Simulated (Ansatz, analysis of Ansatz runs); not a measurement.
# Na5InO4 (Pmmn), nudged elastic band: V_Na hop (2.9 Å) (q = −1)

Wanted: path and barrier of a jump of Na in Na5InO4 (Pmmn) at charge −1. The case: V_Na hop (2.9 Å), in a cell of 40 host atoms with 1 Na taken out.

Calculated with Ansatz 0.2.0; plane-wave PAW DFT, r2SCAN; nudged elastic band between two relaxed defect structures at fixed charge in a uniform background.

**1. The starting structure**

The cell holds 39 atoms: 19 Na, 4 In and 16 O. Cell: a = 9.331 Å, b = 9.164 Å, c = 10.563 Å, α = 55.9°, β = 54.4°, γ = 69.7°. It derives from Na5InO4 (space group Pmmn). Nearest the centre at fractional (0.499, 0.727, 0.653): Na19 at 1.46 Å, O36 at 1.81 Å, O31 at 1.89 Å, Na14 at 2.84 Å, Na10 at 2.90 Å, Na15 at 3.02 Å, In21 at 3.03 Å, O25 at 3.08 Å. The cell carries charge −1.

The cell's shortest repeat is 9.2 Å.

**2. Relaxation of the start point, charge −1**

The ends come first: from an unrelaxed start the top is counted from too high an energy, and the barrier comes out too low. Small random displacements break the symmetry of the ideal sites, so that the defect can distort if it gains by it. The charge of −1 is set by the electron count, and a uniform background keeps the cell neutral.

qm1.start/input.yaml

```yaml
crystal:
  lattice:
    - [0.0, 7.57193307, 5.45251831]
    - [7.36502645, 0.0, 5.45251831]
    - [7.36502645, 7.57193307, 0.0]
  atoms:
    - { symbol: Na, position: [0.10523025, 0.15050556, 0.58941216] }
    - { symbol: Na, position: [0.60523025, 0.65050555, 0.08941216] }
    - { symbol: Na, position: [0.15485203, 0.58941216, 0.65050555] }
    - { symbol: Na, position: [0.65485203, 0.08941216, 0.15050556] }
    - { symbol: Na, position: [0.15171515, 0.65171515, 0.34828485] }
    - { symbol: Na, position: [0.65171515, 0.15171515, 0.84828485] }
    - { symbol: Na, position: [0.84828485, 0.34828485, 0.15171515] }
    - { symbol: Na, position: [0.34514797, 0.91058784, 0.34949444] }
    - { symbol: Na, position: [0.84514797, 0.41058784, 0.84949444] }
    - { symbol: Na, position: [0.41058784, 0.84514797, 0.89476975] }
    - { symbol: Na, position: [0.91058784, 0.34514797, 0.39476975] }
    - { symbol: Na, position: [0.39476975, 0.34949444, 0.41058784] }
    - { symbol: Na, position: [0.89476975, 0.84949444, 0.91058784] }
    - { symbol: Na, position: [0.34949444, 0.39476975, 0.84514797] }
    - { symbol: Na, position: [0.84949444, 0.89476975, 0.34514797] }
    - { symbol: Na, position: [0.08941216, 0.65485203, 0.10523025] }
    - { symbol: Na, position: [0.58941216, 0.15485203, 0.60523025] }
    - { symbol: Na, position: [0.15050556, 0.10523025, 0.15485203] }
    - { symbol: Na, position: [0.65050555, 0.60523025, 0.65485203] }
    - { symbol: In, position: [0.1102807, 0.1102807, 0.8897193] }
    - { symbol: In, position: [0.6102807, 0.6102807, 0.3897193] }
    - { symbol: In, position: [0.3897193, 0.3897193, 0.1102807] }
    - { symbol: In, position: [0.8897193, 0.8897193, 0.6102807] }
    - { symbol: O, position: [0.12535374, 0.89189946, 0.10810054] }
    - { symbol: O, position: [0.62535374, 0.39189946, 0.60810054] }
    - { symbol: O, position: [0.39189946, 0.62535374, 0.37464626] }
    - { symbol: O, position: [0.89189946, 0.12535374, 0.87464626] }
    - { symbol: O, position: [0.3298546, 0.09178746, 0.6701454] }
    - { symbol: O, position: [0.8298546, 0.59178746, 0.1701454] }
    - { symbol: O, position: [0.09178746, 0.3298546, 0.90821254] }
    - { symbol: O, position: [0.59178746, 0.8298546, 0.40821254] }
    - { symbol: O, position: [0.40821254, 0.1701454, 0.09178746] }
    - { symbol: O, position: [0.90821254, 0.6701454, 0.59178746] }
    - { symbol: O, position: [0.1701454, 0.40821254, 0.3298546] }
    - { symbol: O, position: [0.6701454, 0.90821254, 0.8298546] }
    - { symbol: O, position: [0.37464626, 0.60810054, 0.89189946] }
    - { symbol: O, position: [0.87464626, 0.10810054, 0.39189946] }
    - { symbol: O, position: [0.10810054, 0.87464626, 0.62535374] }
    - { symbol: O, position: [0.60810054, 0.37464626, 0.12535374] }
total_charge: -1
basis:
  ecutwfc: 500
  xc_grid: 2
hamiltonian:
  xc: r2scan
kpoints:
  mp_grid: { grid: [1, 1, 1] }
scf:
  occupations: { method: fixed }
  max_iter: 100
output:
  forces: true
relax:
  f_tol: 0.02
  max_steps: 70
  random_displacement: { amplitude: 0.03, seed: 2950 }
```

Run with:

```
ansatz run input.yaml --threads 4 --pin off --max-ram 7536MiB --backend cpu --events-out ev --progress --plain --runs-dir out
```

Numbers of over 12 decimals in the logs are rounded to 6 here.

The log of the run:

```text
[... repeated set-up lines and file paths are left out, and long positions are rounded to six places ...]
The last accepted step is kept in <dir> (removed where the run ends without a failure and the disk answers)
Engine: ansatz 0.2.0, aarch64-unknown-linux-gnu
Pseudopotentials: kind: paw
Pseudopotential: Na, paw, valence charge 9, recommended cutoff 500 eV (meta_gga), Na.paw.azcp
Pseudopotential: In, paw, valence charge 13, recommended cutoff 500 eV (meta_gga), In.paw.azcp
Pseudopotential: O, paw, valence charge 6, recommended cutoff 500 eV (meta_gga), O.paw.azcp
Functional definition: r2SCAN
  parameter k0 = 0.174
  parameter k1 = 0.065
  parameter a1 = 4.9479
  exchange = r2scan_x(k0 = k0, k1 = k1, a1 = a1)
  correlation = r2scan_c
Crystal: 39 atoms, lattice volume = 608.146 Å³
Basis set: ecut = 500 eV, 15439 PW (Γ), exchange–correlation on 144×144×160 points (8 copies of the dense FFT grid, shifted against one another)
Bands: 199, of which v1, the nominal top of the filled ones, is band 160 counted from 1 (159 counted from 0)
Symmetry: 1 space group operations
k-points: 1
Non-local potential: Na, projectors of the file, l = 0: 3, l = 1: 2, l = 2: 1
Non-local potential: In, projectors of the file, l = 0: 2, l = 1: 2, l = 2: 2, l = 3: 2
Non-local potential: O, projectors of the file, l = 0: 2, l = 1: 2, l = 2: 1
PAW form: soft (Blöchl's): semilocal exchange-correlation on the pseudo side does not see the compensation charge
PAW frozen core: Na, regenerated for the run's functional (the file was generated under x = pbe(κ = 0.804, μ = 0.219515), c = pbe(β = 0.066725))
PAW frozen core: In, regenerated for the run's functional (the file was generated under x = pbe(κ = 0.804, μ = 0.219515), c = pbe(β = 0.066725))
PAW frozen core: O, regenerated for the run's functional (the file was generated under x = pbe(κ = 0.804, μ = 0.219515), c = pbe(β = 0.066725))
PAW one-centre angular grid: Na, 302 points (default); XC on 339 of its mesh's 2595 points in the sphere
PAW one-centre angular grid: In, 590 points (default); XC on 289 of its mesh's 2783 points in the sphere
PAW one-centre angular grid: O, 302 points (default); XC on 160 Gauss nodes
Initial density: superposition of atomic densities (neutral atoms scaled as one to the charged cell's electrons: chi_scale 0, normalization atom), corrected by the library's trained network
Initial wavefunctions: pseudopotential atomic-orbital guess
Functional: x = r2scan, c = r2scan; τ floored in thin density (d = 2e-4 eV/Å³)
SCF iter   1: F=—  HF=-59840.355671 eV  |F-HF|=—  |Δ(HF+E_count)|=         —  Δρ=6.60e-3  dr2=4.04e-1  dr2_τ=7.60e-1  ethr=1.77e-3  ⟨swp⟩=5.0  Hψ=550  notcnv=0  defer=35
preconditioner: auto → Resta (q_TF=auto, 2.451 Å⁻¹)  ε∞=2.4  [insulator: Δε(μ)=2.188 eV  Ē_g=21.035 eV  n_scr=144 (ndim 8)  ℏωp=25.3 eV  f_vac=0.192  ε∞_Penn≈2.4]
SCF iter   2: F=—  HF=-59840.894522 eV  |F-HF|=—  |Δ(HF+E_count)|=   5.39e-1  Δρ=5.14e-3  dr2=9.91e-2  dr2_τ=1.58e-2  ethr=1.26e-4  ⟨swp⟩=3.0  Hψ=304  notcnv=0  defer=37
SCF iter   3: F=—  HF=-59840.883763 eV  |F-HF|=—  |Δ(HF+E_count)|=   1.08e-2  Δρ=2.34e-3  dr2=3.57e-2  dr2_τ=3.13e-3  ethr=3.10e-5  ⟨swp⟩=2.0  Hψ=238  notcnv=0  defer=37
SCF iter   4: F=—  HF=-59840.879282 eV  |F-HF|=—  |Δ(HF+E_count)|=   4.48e-3  Δρ=8.83e-4  dr2=4.55e-3  dr2_τ=7.63e-4  ethr=1.12e-5  ⟨swp⟩=3.0  Hψ=239  notcnv=0  defer=37
SCF iter   5: F=—  HF=-59840.878888 eV  |F-HF|=—  |Δ(HF+E_count)|=   3.95e-4  Δρ=2.75e-4  dr2=3.82e-4  dr2_τ=3.40e-5  ethr=1.42e-6  ⟨swp⟩=2.0  Hψ=293  notcnv=0  defer=37
SCF iter   6: F=—  HF=-59840.879047 eV  |F-HF|=—  |Δ(HF+E_count)|=   1.59e-4  Δρ=1.10e-4  dr2=7.50e-5  dr2_τ=8.19e-6  ethr=1.19e-7  ⟨swp⟩=2.0  Hψ=240  notcnv=0  defer=37
SCF iter   7: F=—  HF=-59840.879047 eV  |F-HF|=—  |Δ(HF+E_count)|=   1.92e-7  Δρ=4.79e-5  dr2=1.42e-5  dr2_τ=1.37e-6  ethr=2.34e-8  ⟨swp⟩=2.0  Hψ=239  notcnv=0  defer=37
SCF iter   8: F=-59840.879045 eV  HF=-59840.879046 eV  |F-HF|=2.30e-7  |Δ(HF+E_count)|=   1.52e-6  Δρ=1.70e-5  dr2=1.92e-6  dr2_τ=1.83e-7  ethr=3.12e-9  ⟨swp⟩=4.0  Hψ=503  notcnv=0
SCF 1 converged in 8 iterations: F = -59840.879045 eV  dr2 = 1.92e-6
  greatest PAW one-centre occupation: 1.000 electrons in one spin orbital (limit 2), on the Na atom at site 6 (counted from 0), in its partial waves of l = 0
relax step   1: F+E_penalty+E_count = -59840.87904538 eV  Δ(F+E_penalty+E_count) = +0.000e0 eV  max|allowed force component| = 1.224e0 eV/Å  Δτ_max = 0.0000 Å  (8 SCF iters, dr2 threshold 1.00e-5 eV, accepted)
[... the SCF cycles and remarks between the steps are left out from here to the last step ...]
relax step   2: F+E_penalty+E_count = -59841.56906514 eV  Δ(F+E_penalty+E_count) = -6.900e-1 eV  max|allowed force component| = 2.815e-1 eV/Å  Δτ_max = 0.1754 Å  (7 SCF iters, dr2 threshold 9.36e-5 eV, accepted)
relax step   3: F+E_penalty+E_count = -59841.73863679 eV  Δ(F+E_penalty+E_count) = -1.696e-1 eV  max|allowed force component| = 2.527e-2 eV/Å  Δτ_max = 0.1533 Å  (7 SCF iters, dr2 threshold 4.95e-6 eV, accepted)
SCF iter   1: F=—  HF=-59841.675606 eV  |F-HF|=—  |Δ(HF+E_count)|=         —  Δρ=1.75e-3  dr2=9.93e-3  dr2_τ=9.66e-2  ethr=3.94e-5  ⟨swp⟩=5.0  Hψ=425  notcnv=0  defer=36
SCF iter   2: F=—  HF=-59841.742597 eV  |F-HF|=—  |Δ(HF+E_count)|=   6.70e-2  Δρ=9.43e-4  dr2=2.94e-3  dr2_τ=4.08e-4  ethr=3.10e-6  ⟨swp⟩=3.0  Hψ=378  notcnv=0  defer=36
SCF iter   3: F=—  HF=-59841.742179 eV  |F-HF|=—  |Δ(HF+E_count)|=   4.18e-4  Δρ=5.80e-4  dr2=1.84e-3  dr2_τ=2.56e-4  ethr=9.18e-7  ⟨swp⟩=2.0  Hψ=307  notcnv=0  defer=37
SCF iter   4: F=—  HF=-59841.741838 eV  |F-HF|=—  |Δ(HF+E_count)|=   3.41e-4  Δρ=7.10e-5  dr2=2.01e-5  dr2_τ=6.62e-6  ethr=5.75e-7  ⟨swp⟩=2.0  Hψ=251  notcnv=0  defer=36
SCF iter   5: F=—  HF=-59841.741742 eV  |F-HF|=—  |Δ(HF+E_count)|=   9.60e-5  Δρ=3.81e-5  dr2=5.37e-6  dr2_τ=8.81e-7  ethr=6.29e-9  ⟨swp⟩=2.0  Hψ=324  notcnv=0  defer=35
SCF iter   6: F=—  HF=-59841.741747 eV  |F-HF|=—  |Δ(HF+E_count)|=   4.40e-6  Δρ=2.55e-5  dr2=3.35e-6  dr2_τ=4.53e-7  ethr=1.68e-9  ⟨swp⟩=2.0  Hψ=305  notcnv=0  defer=35
SCF iter   7: F=-59841.741746 eV  HF=-59841.741746 eV  |F-HF|=2.91e-8  |Δ(HF+E_count)|=   3.27e-7  Δρ=3.34e-6  dr2=5.49e-8  dr2_τ=6.79e-9  ethr=3.13e-11  ⟨swp⟩=3.0  Hψ=747  notcnv=0
SCF 4 converged in 7 iterations: F = -59841.741746 eV  dr2 = 5.49e-8
relax step   4: F+E_penalty+E_count = -59841.74174630 eV  Δ(F+E_penalty+E_count) = -3.110e-3 eV  max|allowed force component| = 3.152e-3 eV/Å  Δτ_max = 0.0217 Å  (7 SCF iters, accepted)
SCF converged after 7 iterations
the last check of whether an eigenvalue changes by more than its tolerance under the output density was not made (final_scf_spared)
Free energy (F): -59841.741746 eV
Harris-Foulkes:  -59841.741746 eV  (|F-HF|=2.91e-8)
Internal energy: -59841.741746 eV  (E = F + TS)
E sigma→0 (E₀):  -59841.741746 eV
Fermi energy:    3.207756 eV
--- Per-component energies (eV) ---
  E_band       = -4614.858256
  E_kinetic    = 6111.949490
  E_local      = -35476.692574  (includes V_loc(G=0)·N_el)
  E_nonlocal   = 4452.961890
  E_hartree    = 13060.204411
  E_xc         = -2693.659638
  E_vxc        = -3196.677105  (∫ρ·V_xc dr)
  E_paw        = -24396.761840  (= ΣΔE_a)
  E_vpaw       = -2863.499298  (= ΣTr[D̂ρ^β])
  E_aug_tail   = 0.016067  (compensation charges beyond the density's cutoff)
  E_vtau       = 236.674094  (kinetic-family band-sum trace: ∫τ·v_τ [+ j·A + Jᵃ·Aᵃ] dr)
  E_ewald      = -20902.611603
  E_core_change = 2.852051  (= ΣΔE_core)
  E_smearing   = -0.000000  (= −TS)
  E_closure    = 0.000000  (closes the sum)
  E_deformation_potential = -12.558703  (in the stress; not in F)
  Σ components = -59841.741746   (vs F -59841.741746, Δ=0.00e0)
--- Forces (eV/Å), atoms counted from 1 ---
  atom   1  Na     0.00050621     0.00203795    -0.00123911
  atom   2  Na     0.00024016    -0.00089232    -0.00043035
  atom   3  Na     0.00037048     0.00006875    -0.00065403
  atom   4  Na    -0.00120227     0.00129512     0.00221394
  atom   5  Na     0.00003346    -0.00005130     0.00197147
  atom   6  Na     0.00011358     0.00010686     0.00203147
  atom   7  Na    -0.00017266     0.00017661     0.00127183
  atom   8  Na    -0.00076444     0.00177629    -0.00106845
  atom   9  Na    -0.00047390    -0.00099135    -0.00052730
  atom  10  Na     0.00047314    -0.00184336    -0.00092715
  atom  11  Na     0.00033998     0.00132463    -0.00038111
  atom  12  Na     0.00117239     0.00144822     0.00217928
  atom  13  Na    -0.00028124    -0.00045295    -0.00082790
  atom  14  Na     0.00009940     0.00089607    -0.00103354
  atom  15  Na    -0.00091614    -0.00131691     0.00192952
  atom  16  Na    -0.00026017     0.00048709    -0.00079012
  atom  17  Na     0.00101978    -0.00121006     0.00225478
  atom  18  Na    -0.00054492     0.00110992    -0.00107713
  atom  19  Na    -0.00061477    -0.00196551    -0.00114153
  atom  20  In     0.00226080    -0.00008732     0.00257328
  atom  21  In    -0.00245743    -0.00000507     0.00278861
  atom  22  In     0.00032737    -0.00022536    -0.00025495
  atom  23  In     0.00001388     0.00028030    -0.00030021
  atom  24  O     -0.00162162     0.00012499    -0.00082121
  atom  25  O      0.00212415    -0.00003510    -0.00071318
  atom  26  O      0.00215897    -0.00001739    -0.00077389
  atom  27  O     -0.00212108    -0.00000095    -0.00067054
  atom  28  O     -0.00140272    -0.00001122    -0.00023914
  atom  29  O      0.00313592     0.00004207    -0.00132620
  atom  30  O     -0.00312357    -0.00009418    -0.00101466
  atom  31  O      0.00125464    -0.00009035    -0.00059956
  atom  32  O      0.00220975     0.00015805     0.00069508
  atom  33  O      0.00240583    -0.00066745     0.00064128
  atom  34  O     -0.00240874     0.00059647     0.00066022
  atom  35  O     -0.00222894    -0.00030343     0.00072904
  atom  36  O     -0.00011805     0.00229552    -0.00067545
  atom  37  O      0.00013911     0.00057952    -0.00091743
  atom  38  O     -0.00015710    -0.00261074    -0.00076834
  atom  39  O     -0.00014325    -0.00055988    -0.00126103
  max |Σ_I F_I| component: 1.51e-3 eV/Å
--- Relaxed structure (4 steps of the walk, 4 accepted, 0 SCFs on fresh bases) ---
  F+E_penalty+E_count = -59841.74174630 eV   max|allowed force component| = 3.152e-3 eV/Å
  atoms:
    - { symbol: Na, position: [0.136696, 0.122166, 0.592140] }
    - { symbol: Na, position: [0.594706, 0.657253, 0.086064] }
    - { symbol: Na, position: [0.154026, 0.592843, 0.652403] }
    - { symbol: Na, position: [0.662207, 0.088827, 0.144676] }
    - { symbol: Na, position: [0.150963, 0.650136, 0.349143] }
    - { symbol: Na, position: [0.650907, 0.150102, 0.849193] }
    - { symbol: Na, position: [0.849168, 0.348373, 0.150926] }
    - { symbol: Na, position: [0.351716, 0.907148, 0.377233] }
    - { symbol: Na, position: [0.838717, 0.413215, 0.842083] }
    - { symbol: Na, position: [0.407963, 0.850911, 0.863326] }
    - { symbol: Na, position: [0.914033, 0.337939, 0.405344] }
    - { symbol: Na, position: [0.396401, 0.354653, 0.410442] }
    - { symbol: Na, position: [0.900062, 0.846864, 0.906476] }
    - { symbol: Na, position: [0.347685, 0.399349, 0.845933] }
    - { symbol: Na, position: [0.855512, 0.895592, 0.337864] }
    - { symbol: Na, position: [0.093680, 0.653268, 0.100041] }
    - { symbol: Na, position: [0.589638, 0.161399, 0.603694] }
    - { symbol: Na, position: [0.158086, 0.093960, 0.161323] }
    - { symbol: Na, position: [0.622996, 0.635921, 0.648378] }
    - { symbol: In, position: [0.110671, 0.115255, 0.889431] }
    - { symbol: In, position: [0.616063, 0.609857, 0.384050] }
    - { symbol: In, position: [0.389940, 0.379120, 0.120157] }
    - { symbol: In, position: [0.879950, 0.889131, 0.610169] }
    - { symbol: O, position: [0.128264, 0.890725, 0.104485] }
    - { symbol: O, position: [0.624180, 0.394765, 0.608568] }
    - { symbol: O, position: [0.391541, 0.627417, 0.375936] }
    - { symbol: O, position: [0.895572, 0.123360, 0.871902] }
    - { symbol: O, position: [0.332614, 0.111384, 0.667453] }
    - { symbol: O, position: [0.834462, 0.589404, 0.165665] }
    - { symbol: O, position: [0.090233, 0.333639, 0.909884] }
    - { symbol: O, position: [0.612220, 0.831805, 0.387936] }
    - { symbol: O, position: [0.411929, 0.157692, 0.102422] }
    - { symbol: O, position: [0.897778, 0.671904, 0.588195] }
    - { symbol: O, position: [0.172726, 0.396935, 0.341537] }
    - { symbol: O, position: [0.658526, 0.911103, 0.827361] }
    - { symbol: O, position: [0.371747, 0.591986, 0.907285] }
    - { symbol: O, position: [0.873835, 0.110700, 0.388571] }
    - { symbol: O, position: [0.092791, 0.870902, 0.628422] }
    - { symbol: O, position: [0.611516, 0.373023, 0.126284] }
```

The job ended after 20 s (4 threads of Arm Neoverse V2, shared host; peak memory 0.99 GiB).

Relaxation path:

| step | energy less that of the first step (eV) | largest force component (eV/Å) |
| --- | --- | --- |
| 1 | 0.0000 | 1.2237 |
| 2 | -0.6900 | 0.2815 |
| 3 | -0.8596 | 0.0253 |
| 4 | -0.8627 | 0.0032 |

The atoms that moved most (Å, from the sites as typed, ahead of the random displacement, the mean shift of all atoms taken out):

| atom | dx | dy | dz | length |
| --- | --- | --- | --- | --- |
| Na8 | 0.184 | 0.259 | 0.016 | 0.318 |
| Na10 | -0.184 | -0.259 | 0.016 | 0.318 |
| Na19 | 0.184 | -0.258 | 0.016 | 0.317 |
| Na1 | -0.183 | 0.258 | 0.016 | 0.317 |
| O31 | -0.130 | 0.000 | 0.121 | 0.177 |
| O28 | 0.130 | 0.000 | 0.121 | 0.177 |
| O36 | 0.000 | 0.094 | -0.105 | 0.141 |
| O38 | 0.000 | -0.093 | -0.105 | 0.141 |

Final coordinates:

```xyz
39
Lattice="0.0000 7.5719 5.4525 7.3650 0.0000 5.4525 7.3650 7.5719 0.0000" Properties=species:S:1:pos:R:3 pbc="T T T"
Na    5.2609    5.5187    1.4114
Na    5.4745    5.1547    6.8263
Na    9.1713    6.1062    4.0723
Na    1.7198    6.1097    4.0950
Na    7.3597    3.7868    4.3680
Na    7.3598   11.3587    4.3675
Na    3.6773    7.5726    6.5296
Na    9.4595    5.5196    6.8640
Na    9.2453   12.7269    6.8262
Na   12.6254    9.6261    6.8640
Na    5.4743    9.9902    6.8264
Na    5.6349    6.1094    4.0951
Na   12.9134   13.6790    9.5251
Na    9.1715    9.0380    4.0732
Na    9.0844    9.0362    9.5479
Na    5.5481    1.4668    4.0727
Na    5.6349    9.0358    4.0950
Na    1.8802    2.4185    1.3743
Na    9.4589    9.6268    6.8643
In    7.3995    7.5727    1.2319
In    7.3201    7.5728    6.6844
In    3.6772    3.8624    4.1933
In   11.0424   11.2831    9.6459
O     7.3297    1.7624    5.5561
O     7.3896    9.3343    5.5558
O     7.3897    5.8113    5.5559
O     7.3301   13.3832    5.5557
O     5.7362    7.5724    2.4209
O     5.5611    7.5729    7.7637
O     9.1586    7.5728    2.3112
O     8.9834    7.5731    7.8736
O     1.9158    3.8946    3.1059
O     9.2807   11.2517    8.5587
O     5.4389    3.8940    3.1061
O    12.8038   11.2510    8.5584
O    11.0422    9.6847    5.2548
O     3.6771    9.5589    5.3682
O    11.0426    5.4610    5.2546
O     3.6774    5.5866    5.3682
```

Neighbours of Na19 at the end:

| atom | distance (Å) |
| --- | --- |
| O36 | 2.258 |
| O31 | 2.337 |
| O33 | 2.354 |
| O25 | 2.466 |
| Na15 | 2.773 |
| Na14 | 2.867 |
| In21 | 2.971 |
| Na9 | 3.108 |
| Na10 | 3.167 |

Read from the output:

```yaml
free_energy: -59841.7417 eV
largest_move_from_the_ideal_geometry_of_this_structure_a_common_shift_of_the_far_atoms_taken_out: 0.3466 Å
```

The relaxation gained 0.863 eV and ended with a largest force component of 0.0031 eV/Å.

(Continued in part 2 of 3.)

[Logs are printed without paths, hosts, clocks, repeated set-up lines and the standing remarks that a program may print on its own settings, such as how far it seeks lower states.]

[Hosts, paths, dates, database ids (printed as entryN), source tags and the programs' standing remarks are cut or masked in the printed files.]
